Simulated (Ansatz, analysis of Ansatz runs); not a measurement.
# Moving an added electron between Cr sites in LaCrO4 (P2_1/c), part 2 of 2

Question: does an added electron stay on the Cr atom where it is started in LaCrO4 (P2_1/c), and if so, how high is the barrier for a hop to another Cr site nearby? Model: a cell of 48 host atoms.

Ansatz 0.2.0; plane-wave PAW DFT, PBEsol+U; relaxation of all atoms of a supercell at fixed charge in a uniform background; PAW set soft_1.

So far. Step 2 (The cell without the carrier): The largest displacement from an ideal site is 0.024 Å. Step 3 (The electron on the first site): The largest changes of the moments are 0.71 μB on Cr14, 0.03 μB on Cr13 and 0.03 μB on Cr9. The largest part sits on the chosen site.

### 4. The electron on the second site

The same start is made on the second site, to get the end of the hop.

B.relax/input.yaml

```yaml
crystal:
  lattice:
    - [6.63091836, 7.17871848, 0.02486774]
    - [-6.63091836, 7.17871848, -0.02486774]
    - [-4.76261004, 0.0, 6.75059431]
  atoms:
    - { symbol: La, position: [0.418243, 0.237557, 0.282361] }
    - { symbol: La, position: [0.918149, 0.737575, 0.282208] }
[... 11 atom lines left out ...]
    - { symbol: Cr, position: [0.821547, 0.512741, 0.69678], spin: 1.0 }
[... 1 atom line left out ...]
    - { symbol: Cr, position: [0.761878, 0.072541, 0.802287], spin: 2.0 }
[... 5 atom lines left out ...]
    - { symbol: O, position: [0.62876, 0.531197, 0.607423] }
[... 7 atom lines left out ...]
    - { symbol: O, position: [0.948424, 0.341806, 0.880298] }
[... 3 atom lines left out ...]
    - { symbol: O, position: [0.922173, 0.092045, 0.740554] }
[... 7 atom lines left out ...]
    - { symbol: O, position: [0.770104, 0.119242, 0.997596] }
[... 5 atom lines left out ...]
    - { symbol: O, position: [0.633603, 0.981243, 0.483942] }
total_charge: -1
basis:
  ecutwfc: 420
  xc_grid: 2
hamiltonian:
  xc: pbesol
  hubbard:
    sites: [{ species: Cr, l: d, u_eff: 4.0 }]
    projectors: ortho-atomic
  pseudopotentials: { kind: paw, azcp: { folder: soft_1 }, xc_functional: pbe }
kpoints:
  mp_grid: { grid: [1, 1, 1] }
magnetization:
  spin_polarized: true
  initial_magnetization: 9
  spin_locking: { lock_magnetization: hard }
scf:
  occupations: { method: fermi_dirac, width: 0.01 }
  max_iter: 120
  lower_state_search: "off"
output:
  forces: true
relax:
  f_tol: 0.015
  max_steps: 70
  escape_saddle: false
checkpoint:
  write: "../B.relax.run"
  compress: false
  write_wavefunctions: true
  write_every: 100000
```

Launch:

```sh
$ ansatz run input.yaml --threads 4 --pin off --max-ram 9420MiB --backend cpu --events-out ev --progress --plain --runs-dir out
```

Numbers of over 12 decimals in the logs are rounded to 6 here.

What it wrote:

```text
[...]
Crystal: 48 atoms, lattice volume = 644.377 Å³
Basis set: ecut = 420 eV, 12585 PW (Γ), exchange–correlation on 144×144×120 points (8 copies of the dense FFT grid, shifted against one another)
Bands: 249, of which v1, the nominal top of the filled ones, is band 197 counted from 1 (196 counted from 0)
Symmetry: 1 space group operations
[...]
k-points: 1
[...]
Starting moments: Σ|m| = 9 μB on 8 of 48 sites
[...]
SCF iter   1: F=—  HF=-94050.032960 eV  |F-HF|=—  |Δ(HF+E_count)|=         —  Δρ=1.24e-1 (↑1.24e-1 ↓5.27e-2)  dr2=3.05e2  dr2_m=1.08e1  M=9.000 μB ∫|m|=13.340 μB  β_m=0.30  ethr=3.10e-3  ⟨swp⟩=6.0  Hψ=1716  notcnv=0
[...]
atoms:
    - { symbol: La, position: [0.419794, 0.238151, 0.288650] }
    - { symbol: La, position: [0.913487, 0.743427, 0.272819] }
    [... 5 atoms left out ...]
    - { symbol: La, position: [0.516928, 0.327398, 0.785327] }
    [... 5 atoms left out ...]
    - { symbol: Cr, position: [0.821353, 0.513967, 0.692154] }
    [... 1 atom left out ...]
    - { symbol: Cr, position: [0.760375, 0.072856, 0.794641] }
    [... 5 atoms left out ...]
    - { symbol: O, position: [0.629795, 0.528124, 0.605169] }
    [... 7 atoms left out ...]
    - { symbol: O, position: [0.951072, 0.345289, 0.878181] }
    [... 1 atom left out ...]
    - { symbol: O, position: [0.576170, 0.198919, 0.617796] }
    [... 1 atom left out ...]
    - { symbol: O, position: [0.921582, 0.087862, 0.749591] }
    [... 7 atoms left out ...]
    - { symbol: O, position: [0.769733, 0.122661, 0.983641] }
    [... 1 atom left out ...]
    - { symbol: O, position: [0.864261, 0.520366, 0.510112] }
    [... 1 atom left out ...]
    - { symbol: O, position: [0.728381, 0.392795, 0.009767] }
    [... 2 atoms left out ...]
[key lines of the parts left out:]
SCF converged after 11 iterations
Magnetization: 9.0000 μB (201.0000 up, 192.0000 down)
Free energy (F): -94034.148355 eV
Fermi energy:    9.448064 (↑ 9.448064, ↓ 9.098645) eV
```

It took 2.1 min on 4 threads of Arm Neoverse V1, shared host; peak memory 1.3 GiB; 8 min of CPU time.

Distances from Cr16 without and with the electron:

```csv
atom,without (Å),with (Å)
O32,1.69,1.76
O42,1.70,1.78
O24,1.70,1.76
O34,1.71,1.76
```

The largest changes of the moments are 0.71 μB on Cr16, 0.03 μB on Cr15 and 0.03 μB on Cr12. The largest part sits on the chosen site.

### 5. Points on the line between the two structures

All atoms move on the straight line between the two relaxed structures, 3.30 amu^1/2 Å long in mass-weighted terms. Each point starts from the state of the point before, once from either end, so that both localised states can be followed; the midpoint is also started with the carrier shared.

A.x0500/input.yaml

```yaml
crystal:
  lattice:
    - [6.63091836, 7.17871848, 0.02486774]
    - [-6.63091836, 7.17871848, -0.02486774]
    - [-4.76261004, 0.0, 6.75059431]
  atoms:
    - { symbol: La, position: [0.41901, 0.237524, 0.285602] }
    - { symbol: La, position: [0.915623, 0.737445, 0.282141] }
[... 11 atom lines left out ...]
    - { symbol: Cr, position: [0.821629, 0.512634, 0.698331], spin: 2.0 }
[... 1 atom line left out ...]
    - { symbol: Cr, position: [0.761075, 0.072755, 0.799048], spin: 1.0 }
[... 5 atom lines left out ...]
    - { symbol: O, position: [0.625738, 0.530087, 0.604409] }
[... 7 atom lines left out ...]
    - { symbol: O, position: [0.949551, 0.336173, 0.879742] }
[... 3 atom lines left out ...]
    - { symbol: O, position: [0.916198, 0.087741, 0.74684] }
[... 7 atom lines left out ...]
    - { symbol: O, position: [0.767725, 0.119943, 0.983701] }
[... 5 atom lines left out ...]
    - { symbol: O, position: [0.634071, 0.983533, 0.48381] }
total_charge: -1
basis:
  ecutwfc: 420
  xc_grid: 2
hamiltonian:
  xc: pbesol
  hubbard:
    sites: [{ species: Cr, l: d, u_eff: 4.0 }]
    projectors: ortho-atomic
  pseudopotentials: { kind: paw, azcp: { folder: soft_1 }, xc_functional: pbe }
kpoints:
  mp_grid: { grid: [1, 1, 1] }
magnetization:
  spin_polarized: true
  initial_magnetization: 9
  spin_locking: { lock_magnetization: hard }
scf:
  occupations: { method: fermi_dirac, width: 0.01 }
  max_iter: 120
  lower_state_search: "off"
output:
  forces: true
  eigenvalues: true
  eigenstates: { localisation: true }
  write_density: true
  write_potential: true
  volumetric_format: npy
checkpoint:
  read: "../A.x0375.run"
  write: "../A.x0500.run"
  compress: false
  write_wavefunctions: true
  write_every: 100000
```

What it wrote:

```text
[...]
Warning: checkpoint.read: the run can stay near the saved state's solution: 48 site(s) moved relative to the saved geometry (max |Δs| = 2.351e-3 fractional); [...]
[...]
Crystal: 48 atoms, lattice volume = 644.377 Å³
Basis set: ecut = 420 eV, 12585 PW (Γ), exchange–correlation on 144×144×120 points (8 copies of the dense FFT grid, shifted against one another)
Bands: 249, of which v1, the nominal top of the filled ones, is band 197 counted from 1 (196 counted from 0)
Symmetry: 1 space group operations
[...]
k-points: 1
[...]
Starting moments: Σ|m| = 9 μB on 8 of 48 sites; this step starts from the density that it was given
[...]
SCF iter  32: F=-94033.973514 eV  HF=-94033.973514 eV  |F-HF|=6.14e-8  |Δ(HF+E_count)|=   3.59e-8  Δρ=2.81e-6 (↑2.81e-6 ↓9.09e-7)  dr2=8.25e-8  dr2_m=1.28e-8  M=9.000 μB ∫|m|=11.867 μB  ethr=2.54e-11  ⟨swp⟩=22.5  Hψ=4424  notcnv=0
SCF 1 converged in 32 iterations: F = -94033.973514 eV  dr2 = 8.25e-8
[...]
SCF converged after 32 iterations
[...]
Magnetization: 9.0000 μB (201.0000 up, 192.0000 down)
Absolute magnetization: 11.9561 μB (∫|ρ↑−ρ↓|, with the PAW one-centre terms)
[...]
Per-site moments (μB) at R_I (Å): [(0.010361, 1.004633), (0.011909, 1.014050), (0.011030, 1.018010), [... 45 left out ...]
Free energy (F): -94033.973514 eV
[...]
Internal energy: -94033.966627 eV  (E = F + TS)
E sigma→0 (E₀):  -94033.970071 eV
Entropy (-TS):   -0.006887 eV (-0.143 meV/atom)
Fermi energy:    9.381967 (↑ 9.381967, ↓ 9.046535) eV
[...]
--- Forces (eV/Å), atoms counted from 1 ---
  atom   1  La     0.01351691     0.02331036    -0.00960918
  atom   2  La     0.00410713    -0.03931683    -0.01726915
  [... 5 atoms left out ...]
  atom   8  La     0.03292689     0.00195948     0.03677715
  [... 5 atoms left out ...]
  atom  14  Cr     0.06148039     0.00019459    -0.09443577
  [... 1 atom left out ...]
  atom  16  Cr    -0.10696086     0.02811352     0.03121521
  [... 5 atoms left out ...]
  atom  22  O      0.00377089     0.02198919     0.00299446
  [... 7 atoms left out ...]
  atom  30  O      0.03342166    -0.03758185     0.05300569
  [... 1 atom left out ...]
  atom  32  O     -0.00021398    -0.00389243    -0.03981581
  [... 1 atom left out ...]
  atom  34  O      0.04363060     0.00408328     0.00272121
  [... 7 atoms left out ...]
  atom  42  O      0.01820045     0.01107657     0.01704731
  [... 1 atom left out ...]
  atom  44  O     -0.00918115    -0.00087645    -0.01407021
  [... 1 atom left out ...]
  atom  46  O      0.06829280    -0.02975125    -0.06737442
  [... 2 atoms left out ...]
  max |Σ_I F_I| component: 2.16e-5 eV/Å
--- Band table (eV) ---
[...]
Occupation matrices written to <dir>
```

Elapsed: 30 s, on 4 threads; peak memory 1.3 GiB.

States next to the filling edge at the first k-point, on the run's own zero (eigenstates.tsv). The participation number counts the atoms that a state is spread over, of 48; bands count from 0.

```csv
spin,band,energy (eV),occupation,participation,largest share on,share
down,186,7.140,1.00,24.5,O36,0.09
down,187,7.165,1.00,22.7,O44,0.08
down,188,7.186,1.00,21.6,O36,0.10
down,189,7.257,1.00,24.6,O29,0.08
down,190,7.303,1.00,14.4,O44,0.15
down,191,7.393,1.00,12.3,O42,0.16
down,192,10.701,0.00,5.2,Cr11,0.40
down,193,10.761,0.00,4.9,Cr10,0.42
down,194,10.806,0.00,3.4,Cr9,0.52
down,195,10.870,0.00,4.7,Cr12,0.40
down,196,10.985,0.00,8.5,Cr13,0.28
up,195,8.789,1.00,16.9,Cr12,0.11
up,196,8.892,1.00,16.8,Cr15,0.14
up,197,8.930,1.00,23.2,Cr13,0.10
up,198,9.015,1.00,14.5,Cr16,0.19
up,199,9.022,1.00,16.0,Cr14,0.17
up,200,9.361,0.89,9.7,Cr16,0.21
up,201,9.403,0.11,8.6,Cr14,0.23
up,202,9.799,0.00,10.6,Cr11,0.25
up,203,9.819,0.00,9.5,Cr12,0.20
up,204,9.866,0.00,8.0,Cr15,0.28
up,205,9.892,0.00,6.6,Cr9,0.29
```

Spin density in the ab plane at fractional z = 0.750, through the centre, with atoms of La and Cr and O within 0.45 Å of it.

Ten even steps from '_' (-0.1 e/Å³) to '@' (1.3 e/Å³), each cell a mean:
```
______________::**++::..______________________________
______________..::....________________________________
______________________________________________________
______________________________________________________
______________________________________________________
______________________________________________________
______________________________________________________
__________....________________________________________
__________..::::..____________________________________
________..--++==..____________________________________
________..==++--..______________________..::--::..____
________..........______________________..--####::____
________________________________________..==##++::..__
________________________________________..::::....____
__________________________________________....________
______________________________________________________
______________________________________________________
______________________________________________________
______________________________________________________
____________________________________....______________
____________________________________..--==::..________
____________________________________::**@@++..________
______________..::::..____________..::****--..________
______________..--++::______________..::......________
```
Columns run along a (9.8 Å), rows up along b (9.8 Å). Atoms in or near the plane, at fractional coordinates: La at (0.08, 0.26), La at (0.58, 0.76), La at (0.01, 0.83), La at (0.51, 0.33), Cr at (0.32, 0.01), Cr at (0.82, 0.51), Cr at (0.26, 0.57), Cr at (0.76, 0.07), O at (0.41, 0.59), O at (0.92, 0.09), O at (0.34, 0.16), O at (0.84, 0.67).

Valence density in the ab plane at fractional z = 0.750, through the centre, with atoms of La and Cr and O within 0.45 Å of it. It is the smooth field of the valence electrons, not physical close to the nuclei.

Ten steps, logarithmic in the rise over the least value, from '0' (0 e/Å³) to '9' (11 e/Å³), each cell a mean:
```
221223358984200001222211233
543222224654210001222211245
654211112343321222222111356
665310000123223444311101456
654200000011235565421111355
543210000000145666532233334
222222100011135665533576432
112333432234334555424788631
012346875567632233213688631
001247996589752111112455420
000136886578741001112576410
000013443344421012223799620
000012321112332112223698631
100012321113454422222356432
122212221124565531111123432
344432110025666542000012332
455553101124566542000001123
566654223323455431100000013
456654246653223222211000112
345543358974211233333223333
323321257874100134578645775
311111135653100123699856886
310111236752100012478745786
211122258984100001244423454
```
Columns run along a (9.8 Å), rows up along b (9.8 Å). Atoms in or near the plane, at fractional coordinates: La at (0.08, 0.26), La at (0.58, 0.76), La at (0.01, 0.83), La at (0.51, 0.33), Cr at (0.32, 0.01), Cr at (0.82, 0.51), Cr at (0.26, 0.57), Cr at (0.76, 0.07), O at (0.41, 0.59), O at (0.92, 0.09), O at (0.34, 0.16), O at (0.84, 0.67).

Electrostatic potential energy in the ab plane at fractional z = 0.750, through the centre, with atoms of La and Cr and O within 0.45 Å of it. With pseudopotentials it is smooth inside the atoms' cores, unlike the true potential.

Ten even steps from '0' (-31 eV) to '9' (13 eV), each cell a mean:
```
789999841114899999998899887
247899974337899999999998742
104799998888998778999998510
412689999999975335799998502
103789999999862000479998620
236899999999850241269998863
778999899999861020268633787
999986568988885212588200499
999862114632488767889400599
999861112400179999998745799
999973113621389999997422589
999997556887899999996211269
999999889998777899997211269
999999999986323589998633589
887889999973010158999988889
643468999972043048999999998
300026899984011048999999997
214205899987422478999999997
301105884368877789999999997
631147850018999998765789998
876678971018999998411266237
999999986469999997311142003
999999863237999998511155104
999999831114899999864588778
```
Columns run along a (9.8 Å; values clipped at the 3rd and 97th percentile), rows up along b (9.8 Å). Atoms in or near the plane, at fractional coordinates: La at (0.08, 0.26), La at (0.58, 0.76), La at (0.01, 0.83), La at (0.51, 0.33), Cr at (0.32, 0.01), Cr at (0.82, 0.51), Cr at (0.26, 0.57), Cr at (0.76, 0.07), O at (0.41, 0.59), O at (0.92, 0.09), O at (0.34, 0.16), O at (0.84, 0.67).

Free energies from the first end:

```csv
started from,fraction,energy (eV),moment change on Cr14 (μB),on Cr16 (μB)
first site,0,0.000,0.71,0.00
first site,0.125,0.016,0.69,0.03
first site,0.25,0.063,0.66,0.06
first site,0.375,0.136,0.61,0.14
first site,0.5,0.175,0.42,0.42
first site,0.625,0.134,0.12,0.61
second site,0.875,0.016,0.02,0.69
second site,0.75,0.062,0.05,0.66
second site,0.625,0.134,0.12,0.61
second site,0.5,0.175,0.42,0.42
second site,0.375,0.136,0.61,0.14
shared,0.5,0.175,0.42,0.42
second site,1,0.000,0.00,0.71
```

### 6. Results

| Property | Result |
| --- | --- |
| barrier forward | 0.17 eV |
| barrier backward | 0.17 eV |
| distance of the two sites without the carrier | 4.18 Å |
| carrier at the midpoint | shared |

What this shows: On this line the electron must cross 0.17 eV to hop 4.18 Å; both ends have the same energy within 0.005 eV. At the midpoint the lowest state found shares the carrier between both sites, and no finished start kept it on one. That fits an adiabatic hop but does not prove it, since self-interaction left by this U favours sharing too. With an assumed attempt frequency of 1e13 per second the rate at 300 K would be 1e+10 per second for this barrier, if every crossing succeeded. A straight line need not be the lowest path, so the true barrier at this U can be lower, or higher if the ends can still break their symmetry. No run compares the localised electron with one spread in the band, so its binding is unknown and the barrier may exceed it. The magnetic order was assumed and need not be the ground state. The total moment is locked, so a carrier of the other spin direction was not tried. The program's search for lower electronic states was switched off in all runs, so that each state is followed; none is shown to be the lowest at its structure. No image-charge correction is applied; it nearly cancels along the line while the charge stays localised. Limits: sampling at the zone centre alone can move energies of charged and open-shell states by tenths of an eV or more in cells of this size; the images are only 8.3 Å apart; gap and trapping depend on the U chosen (Cr d 4.0 eV); spin–orbit coupling, which can matter with heavy atoms, is left out.

[Logs are printed without paths, hosts, clocks, repeated set-up lines and the standing remarks that a program may print on its own settings, such as how far it seeks lower states.]

[Hosts, paths, dates, database ids (printed as entryN), source tags and the programs' standing remarks are cut or masked in the printed files.]
